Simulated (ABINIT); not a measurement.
# NbInS3 (Pm-3m): zone-centre phonons, part 4 of 4

Which modes does NbInS3 (Pm-3m) have at the zone centre?

ABINIT 10.8.3; DFT PBEsol, scalar-relativistic, plane waves, PseudoDojo norm-conserving pseudopotentials.

So far. Step 6 (Linear response at Γ): The acoustic modes at Γ come out as far as 4.0 cm⁻¹ from zero, where they should vanish, a small numerical error. The lowest optical mode is imaginary, 34i cm⁻¹, an instability at this level and on this k mesh. Step 7 (Zone-centre analysis): The rule moves no optical mode by more than 0.3 cm⁻¹. The relaxed cell has a = 4.801 Å (conventional setting).

The structure was built from a prototype and need not be the compound's stable phase.

### 8. Sum rules set otherwise (asr 0)

Without the rule the raw error of the acoustic modes shows.

Contents of anaddb.abi:

```
ddb_filepath "gamma_DDB"
output_file "anaddb.abo"
outdata_prefix "anaddb"
asr 0
chneut 0
enunit 2
eivec 1
nph1l 1
qph1l 0.0 0.0 0.0 1.0
```

Contents of mrgddb.in:

```
gamma_DDB
merged
2
dfpt_gammao_DDB
gso_DDB
```

Started as:

```
> mrgddb < mrgddb.in > mrgddb.log
> OMP_NUM_THREADS=1 anaddb anaddb.abi > anaddb.log
```

anaddb.abo, the main output file:

```text
-outvars_anaddb: echo values of input variables ----------------------

 Miscellaneous information :
      enunit         2
       eivec         1
      chneut         0
 First list of wavevector (reduced coord.) :
       nph1l         1
       qph1l
                     0.00000000E+00  0.00000000E+00  0.00000000E+00    1.000E+00

================================================================================

 read the DDB information and perform some checks

  ==== Info on the Cryst% object ====
 Real(R)+Recip(G) space primitive vectors, cartesian coordinates (Bohr,Bohr^-1):
 R(1)=  9.0728461  0.0000000  0.0000000  G(1)=  0.1102190  0.0000000  0.0000000
 R(2)=  0.0000000  9.0728461  0.0000000  G(2)=  0.0000000  0.1102190  0.0000000
 R(3)=  0.0000000  0.0000000  9.0728461  G(3)=  0.0000000  0.0000000  0.1102190
 Unit cell volume ucvol=  7.4684526E+02 bohr^3
 Angles (23,13,12)=  9.00000000E+01  9.00000000E+01  9.00000000E+01 degrees
 Time-reversal symmetry is present
 Reduced atomic positions [iatom, xred, symbol]:
    1)    0.0000000  0.0000000  0.0000000  In
    2)    0.5000000  0.5000000  0.5000000  Nb
    3)    0.5000000  0.5000000  0.0000000   S
    4)    0.5000000  0.0000000  0.5000000   S
    5)    0.0000000  0.5000000  0.5000000   S

 DDB file with 3 blocks has been read.

================================================================================

 Treat the first list of vectors

  Phonon wavevector (reduced coordinates) :  0.00000  0.00000  0.00000
 Phonon energies in Hartree :
  -1.568992E-04 -1.568992E-04 -1.568992E-04  1.830892E-05  1.830892E-05
   1.830892E-05  4.347790E-04  4.347790E-04  4.347790E-04  4.479437E-04
   4.479437E-04  4.479437E-04  1.543623E-03  1.543623E-03  1.543623E-03
 Phonon energies in meV     :
- -4.269444E+00 -4.269444E+00 -4.269444E+00  4.982111E-01  4.982111E-01
-  4.982111E-01  1.183094E+01  1.183094E+01  1.183094E+01  1.218917E+01
-  1.218917E+01  1.218917E+01  4.200412E+01  4.200412E+01  4.200412E+01
 Phonon frequencies in cm-1    :
- -3.443539E+01 -3.443539E+01 -3.443539E+01  4.018344E+00  4.018344E+00
-  4.018344E+00  9.542295E+01  9.542295E+01  9.542295E+01  9.831228E+01
-  9.831228E+01  9.831228E+01  3.387860E+02  3.387860E+02  3.387860E+02
 Phonon frequencies in Thz     :
- -1.032347E+00 -1.032347E+00 -1.032347E+00  1.204669E-01  1.204669E-01
-  1.204669E-01  2.860708E+00  2.860708E+00  2.860708E+00  2.947328E+00
-  2.947328E+00  2.947328E+00  1.015655E+01  1.015655E+01  1.015655E+01
 Phonon energies in Kelvin  :
- -4.954485E+01 -4.954485E+01 -4.954485E+01  5.781500E+00  5.781500E+00
-  5.781500E+00  1.372923E+02  1.372923E+02  1.372923E+02  1.414494E+02
-  1.414494E+02  1.414494E+02  4.874375E+02  4.874375E+02  4.874375E+02

 Eigendisplacements
 (will be given, for each mode : in cartesian coordinates
   for each atom the real part of the displacement vector,
   then the imaginary part of the displacement vector - absolute values smaller than 1.0d-7 are set to zero)
  Mode number    1   Energy   -1.568992E-04
 Attention : low frequency mode.
   (Could be unstable or acoustic mode)
-  1  0.00000000E+00  0.00000000E+00 -1.71390072E-03
-     0.00000000E+00  0.00000000E+00  0.00000000E+00
-  2  0.00000000E+00  0.00000000E+00  6.53448531E-04
-     0.00000000E+00  0.00000000E+00  0.00000000E+00
-  3  0.00000000E+00  0.00000000E+00  1.03828029E-03
-     0.00000000E+00  0.00000000E+00  0.00000000E+00
-  4  0.00000000E+00  0.00000000E+00  1.46191548E-03
-     0.00000000E+00  0.00000000E+00  0.00000000E+00
-  5  0.00000000E+00  0.00000000E+00  1.46191548E-03
-     0.00000000E+00  0.00000000E+00  0.00000000E+00
  Mode number    2   Energy   -1.568992E-04
 Attention : low frequency mode.
   (Could be unstable or acoustic mode)
-  1  0.00000000E+00  1.71390072E-03  0.00000000E+00
-     0.00000000E+00  0.00000000E+00  0.00000000E+00
-  2  0.00000000E+00 -6.53448531E-04  0.00000000E+00
-     0.00000000E+00  0.00000000E+00  0.00000000E+00
-  3  0.00000000E+00 -1.46191548E-03  0.00000000E+00
-     0.00000000E+00  0.00000000E+00  0.00000000E+00
-  4  0.00000000E+00 -1.03828029E-03  0.00000000E+00
-     0.00000000E+00  0.00000000E+00  0.00000000E+00
-  5  0.00000000E+00 -1.46191548E-03  0.00000000E+00
-     0.00000000E+00  0.00000000E+00  0.00000000E+00
  Mode number    3   Energy   -1.568992E-04
 Attention : low frequency mode.
   (Could be unstable or acoustic mode)
-  1  1.71390072E-03  0.00000000E+00  0.00000000E+00
-     0.00000000E+00  0.00000000E+00  0.00000000E+00
-  2 -6.53448531E-04  0.00000000E+00  0.00000000E+00
-     0.00000000E+00  0.00000000E+00  0.00000000E+00
-  3 -1.46191548E-03  0.00000000E+00  0.00000000E+00
-     0.00000000E+00  0.00000000E+00  0.00000000E+00
-  4 -1.46191548E-03  0.00000000E+00  0.00000000E+00
-     0.00000000E+00  0.00000000E+00  0.00000000E+00
-  5 -1.03828029E-03  0.00000000E+00  0.00000000E+00
-     0.00000000E+00  0.00000000E+00  0.00000000E+00
  Mode number    4   Energy    1.830892E-05
-  1  0.00000000E+00  0.00000000E+00  1.30633330E-03
-     0.00000000E+00  0.00000000E+00  0.00000000E+00
-  2  0.00000000E+00  0.00000000E+00  1.35615220E-03
-     0.00000000E+00  0.00000000E+00  0.00000000E+00
-  3  0.00000000E+00  0.00000000E+00  1.36716659E-03
-     0.00000000E+00  0.00000000E+00  0.00000000E+00
-  4  0.00000000E+00  0.00000000E+00  1.37831080E-03
-     0.00000000E+00  0.00000000E+00  0.00000000E+00
-  5  0.00000000E+00  0.00000000E+00  1.37831080E-03
-     0.00000000E+00  0.00000000E+00  0.00000000E+00
  Mode number    5   Energy    1.830892E-05
-  1  0.00000000E+00 -1.30633330E-03  0.00000000E+00
-     0.00000000E+00  0.00000000E+00  0.00000000E+00
-  2  0.00000000E+00 -1.35615220E-03  0.00000000E+00
-     0.00000000E+00  0.00000000E+00  0.00000000E+00
-  3  0.00000000E+00 -1.37831080E-03  0.00000000E+00
-     0.00000000E+00  0.00000000E+00  0.00000000E+00
-  4  0.00000000E+00 -1.36716659E-03  0.00000000E+00
-     0.00000000E+00  0.00000000E+00  0.00000000E+00
-  5  0.00000000E+00 -1.37831080E-03  0.00000000E+00
-     0.00000000E+00  0.00000000E+00  0.00000000E+00
  Mode number    6   Energy    1.830892E-05
-  1  1.30633330E-03  0.00000000E+00  0.00000000E+00
-     0.00000000E+00  0.00000000E+00  0.00000000E+00
-  2  1.35615220E-03  0.00000000E+00  0.00000000E+00
-     0.00000000E+00  0.00000000E+00  0.00000000E+00
-  3  1.37831080E-03  0.00000000E+00  0.00000000E+00
-     0.00000000E+00  0.00000000E+00  0.00000000E+00
-  4  1.37831080E-03  0.00000000E+00  0.00000000E+00
-     0.00000000E+00  0.00000000E+00  0.00000000E+00
-  5  1.36716659E-03  0.00000000E+00  0.00000000E+00
-     0.00000000E+00  0.00000000E+00  0.00000000E+00
  Mode number    7   Energy    4.347790E-04
-  1  0.00000000E+00  0.00000000E+00  3.65750437E-04
-     0.00000000E+00  0.00000000E+00  0.00000000E+00
-  2  0.00000000E+00  0.00000000E+00 -1.78459374E-03
-     0.00000000E+00  0.00000000E+00  0.00000000E+00
-  3  0.00000000E+00  0.00000000E+00 -1.25775858E-06
-     0.00000000E+00  0.00000000E+00  0.00000000E+00
-  4  0.00000000E+00  0.00000000E+00  1.92372363E-03
-     0.00000000E+00  0.00000000E+00  0.00000000E+00
-  5  0.00000000E+00  0.00000000E+00  1.92372363E-03
-     0.00000000E+00  0.00000000E+00  0.00000000E+00
  Mode number    8   Energy    4.347790E-04
-  1  0.00000000E+00 -3.65750437E-04  0.00000000E+00
-     0.00000000E+00  0.00000000E+00  0.00000000E+00
-  2  0.00000000E+00  1.78459374E-03  0.00000000E+00
-     0.00000000E+00  0.00000000E+00  0.00000000E+00
-  3  0.00000000E+00 -1.92372363E-03  0.00000000E+00
-     0.00000000E+00  0.00000000E+00  0.00000000E+00
-  4  0.00000000E+00  1.25775858E-06  0.00000000E+00
-     0.00000000E+00  0.00000000E+00  0.00000000E+00
-  5  0.00000000E+00 -1.92372363E-03  0.00000000E+00
-     0.00000000E+00  0.00000000E+00  0.00000000E+00
  Mode number    9   Energy    4.347790E-04
-  1  3.65750437E-04  0.00000000E+00  0.00000000E+00
-     0.00000000E+00  0.00000000E+00  0.00000000E+00
-  2 -1.78459374E-03  0.00000000E+00  0.00000000E+00
-     0.00000000E+00  0.00000000E+00  0.00000000E+00
-  3  1.92372363E-03  0.00000000E+00  0.00000000E+00
-     0.00000000E+00  0.00000000E+00  0.00000000E+00
-  4  1.92372363E-03  0.00000000E+00  0.00000000E+00
-     0.00000000E+00  0.00000000E+00  0.00000000E+00
-  5 -1.25775858E-06  0.00000000E+00  0.00000000E+00
-     0.00000000E+00  0.00000000E+00  0.00000000E+00
  Mode number   10   Energy    4.479437E-04
-  1  0.00000000E+00  0.00000000E+00  0.00000000E+00
-     0.00000000E+00  0.00000000E+00  0.00000000E+00
-  2  0.00000000E+00  0.00000000E+00  0.00000000E+00
-     0.00000000E+00  0.00000000E+00  0.00000000E+00
-  3  0.00000000E+00  0.00000000E+00  0.00000000E+00
-     0.00000000E+00  0.00000000E+00  0.00000000E+00
-  4  0.00000000E+00  0.00000000E+00 -2.92470830E-03
-     0.00000000E+00  0.00000000E+00  0.00000000E+00
-  5  0.00000000E+00  0.00000000E+00  2.92470830E-03
-     0.00000000E+00  0.00000000E+00  0.00000000E+00
  Mode number   11   Energy    4.479437E-04
-  1  0.00000000E+00  0.00000000E+00  0.00000000E+00
-     0.00000000E+00  0.00000000E+00  0.00000000E+00
-  2  0.00000000E+00  0.00000000E+00  0.00000000E+00
-     0.00000000E+00  0.00000000E+00  0.00000000E+00
-  3  0.00000000E+00  2.92470830E-03  0.00000000E+00
-     0.00000000E+00  0.00000000E+00  0.00000000E+00
-  4  0.00000000E+00  0.00000000E+00  0.00000000E+00
-     0.00000000E+00  0.00000000E+00  0.00000000E+00
-  5  0.00000000E+00 -2.92470830E-03  0.00000000E+00
-     0.00000000E+00  0.00000000E+00  0.00000000E+00
  Mode number   12   Energy    4.479437E-04
-  1  0.00000000E+00  0.00000000E+00  0.00000000E+00
-     0.00000000E+00  0.00000000E+00  0.00000000E+00
-  2  0.00000000E+00  0.00000000E+00  0.00000000E+00
-     0.00000000E+00  0.00000000E+00  0.00000000E+00
-  3  2.92470830E-03  0.00000000E+00  0.00000000E+00
-     0.00000000E+00  0.00000000E+00  0.00000000E+00
-  4 -2.92470830E-03  0.00000000E+00  0.00000000E+00
-     0.00000000E+00  0.00000000E+00  0.00000000E+00
-  5  0.00000000E+00  0.00000000E+00  0.00000000E+00
-     0.00000000E+00  0.00000000E+00  0.00000000E+00
  Mode number   13   Energy    1.543623E-03
-  1  0.00000000E+00  0.00000000E+00  1.59600506E-06
-     0.00000000E+00  0.00000000E+00  0.00000000E+00
-  2  0.00000000E+00  0.00000000E+00  6.73597900E-04
-     0.00000000E+00  0.00000000E+00  0.00000000E+00
-  3  0.00000000E+00  0.00000000E+00 -3.76306593E-03
-     0.00000000E+00  0.00000000E+00  0.00000000E+00
-  4  0.00000000E+00  0.00000000E+00  9.03475782E-04
-     0.00000000E+00  0.00000000E+00  0.00000000E+00
-  5  0.00000000E+00  0.00000000E+00  9.03475782E-04
-     0.00000000E+00  0.00000000E+00  0.00000000E+00
  Mode number   14   Energy    1.543623E-03
-  1  0.00000000E+00 -1.59600506E-06  0.00000000E+00
-     0.00000000E+00  0.00000000E+00  0.00000000E+00
-  2  0.00000000E+00 -6.73597898E-04  0.00000000E+00
-     0.00000000E+00  0.00000000E+00  0.00000000E+00
-  3  0.00000000E+00 -9.03475778E-04  0.00000000E+00
-     0.00000000E+00  0.00000000E+00  0.00000000E+00
-  4  0.00000000E+00  3.76306592E-03  0.00000000E+00
-     0.00000000E+00  0.00000000E+00  0.00000000E+00
-  5 -3.33567696E-07 -9.03475778E-04  0.00000000E+00
-     0.00000000E+00  0.00000000E+00  0.00000000E+00
  Mode number   15   Energy    1.543623E-03
-  1  1.59600506E-06  0.00000000E+00  0.00000000E+00
-     0.00000000E+00  0.00000000E+00  0.00000000E+00
-  2  6.73597898E-04  0.00000000E+00  0.00000000E+00
-     0.00000000E+00  0.00000000E+00  0.00000000E+00
-  3  9.03475778E-04  0.00000000E+00  0.00000000E+00
-     0.00000000E+00  0.00000000E+00  0.00000000E+00
-  4  9.03475778E-04 -3.33567696E-07  0.00000000E+00
-     0.00000000E+00  0.00000000E+00  0.00000000E+00
-  5 -3.76306592E-03  0.00000000E+00  0.00000000E+00
-     0.00000000E+00  0.00000000E+00  0.00000000E+00

 Analysis of degeneracies and characters (maximum tolerance=1.00E-06 a.u.)
 For each vibration mode, or group of modes if degenerate,
 the characters are given for each symmetry operation (see the list in the log file).
 Symmetry characters of vibration mode #   1
       degenerate with vibration modes #   2 to    3
  3.0 -3.0 -1.0  1.0 -1.0  1.0 -1.0  1.0  1.0 -1.0 -1.0  1.0  1.0 -1.0 -1.0  1.0
  0.0 -0.0  0.0 -0.0 -0.0  0.0 -0.0  0.0  1.0 -1.0 -1.0  1.0 -1.0  1.0  1.0 -1.0
  0.0 -0.0 -0.0  0.0 -0.0  0.0  0.0 -0.0  1.0 -1.0  1.0 -1.0 -1.0  1.0 -1.0  1.0
 Symmetry characters of vibration mode #   4
       degenerate with vibration modes #   5 to    6
  3.0 -3.0 -1.0  1.0 -1.0  1.0 -1.0  1.0  1.0 -1.0 -1.0  1.0  1.0 -1.0 -1.0  1.0
 -0.0  0.0 -0.0  0.0  0.0 -0.0  0.0 -0.0  1.0 -1.0 -1.0  1.0 -1.0  1.0  1.0 -1.0
 -0.0  0.0  0.0 -0.0  0.0 -0.0 -0.0  0.0  1.0 -1.0  1.0 -1.0 -1.0  1.0 -1.0  1.0
 Symmetry characters of vibration mode #   7
       degenerate with vibration modes #   8 to    9
  3.0 -3.0 -1.0  1.0 -1.0  1.0 -1.0  1.0  1.0 -1.0 -1.0  1.0  1.0 -1.0 -1.0  1.0
 -0.0  0.0 -0.0  0.0  0.0 -0.0 -0.0  0.0  1.0 -1.0 -1.0  1.0 -1.0  1.0  1.0 -1.0
 -0.0  0.0  0.0 -0.0 -0.0  0.0 -0.0  0.0  1.0 -1.0  1.0 -1.0 -1.0  1.0 -1.0  1.0
 Symmetry characters of vibration mode #  10
       degenerate with vibration modes #  11 to   12
  3.0 -3.0 -1.0  1.0 -1.0  1.0 -1.0  1.0 -1.0  1.0  1.0 -1.0 -1.0  1.0  1.0 -1.0
  0.0 -0.0  0.0 -0.0 -0.0  0.0 -0.0  0.0 -1.0  1.0  1.0 -1.0  1.0 -1.0 -1.0  1.0
  0.0 -0.0 -0.0  0.0 -0.0  0.0  0.0 -0.0 -1.0  1.0 -1.0  1.0  1.0 -1.0  1.0 -1.0
 Symmetry characters of vibration mode #  13
       degenerate with vibration modes #  14 to   15
  3.0 -3.0 -1.0  1.0 -1.0  1.0 -1.0  1.0  1.0 -1.0 -1.0  1.0  1.0 -1.0 -1.0  1.0
  0.0 -0.0  0.0 -0.0 -0.0  0.0 -0.0  0.0  1.0 -1.0 -1.0  1.0 -1.0  1.0  1.0 -1.0
  0.0 -0.0 -0.0  0.0 -0.0  0.0  0.0 -0.0  1.0 -1.0  1.0 -1.0 -1.0  1.0 -1.0  1.0
-
```

The job ended after 0.51 s (1 thread of Arm Neoverse V2, shared host).

This step gave:

- lowest optical zone-centre mode: -34.44 cm⁻¹

Zone-centre frequencies as printed; negative means imaginary. Modes:

| mode | frequency (cm⁻¹) |
| --- | --- |
| 1 | -34.44 |
| 2 | -34.44 |
| 3 | -34.44 |
| 4 | 4.02 |
| 5 | 4.02 |
| 6 | 4.02 |
| 7 | 95.42 |
| 8 | 95.42 |
| 9 | 95.42 |
| 10 | 98.31 |
| 11 | 98.31 |
| 12 | 98.31 |
| 13 | 338.8 |
| 14 | 338.8 |
| 15 | 338.8 |

### 9. Results

```yaml
space_group_after_relaxation: Pm-3m
volume_per_atom: 22.1 Å³
highest_optical_zone_centre_mode_no_lo_to_term: 338.8 cm⁻¹
lowest_optical_zone_centre_mode: -34.5 cm⁻¹
imaginary_optical_modes_at_the_zone_centre_no_q_mesh_in_this_session: yes
```

At the PBEsol level the optical modes of NbInS3 (Pm-3m) at the zone centre run from 34i to 339 cm⁻¹, so the structure is a saddle point, with 3 modes beyond 10i cm⁻¹ there. These are harmonic frequencies: anharmonic shifts and widths and the lattice's thermal expansion are left out. The Fermi-Dirac smearing of 0.01 Ha is an electronic temperature of 3158 K, which adds a pressure of its own and can shift the volume and soft modes. In a metal the frequencies hang on the k mesh and the smearing, most of all near Kohn anomalies. The structure is a hypothetical one, built on a prototype.

[Host names and launcher messages were left out of these logs when they were recorded.]

[Logs are printed without paths, hosts, clocks, repeated set-up lines and the standing remarks that a program may print on its own settings, such as how far it seeks lower states.]

[Hosts, paths, dates, database ids (printed as entryN), source tags and the programs' standing remarks are cut or masked in the printed files.]
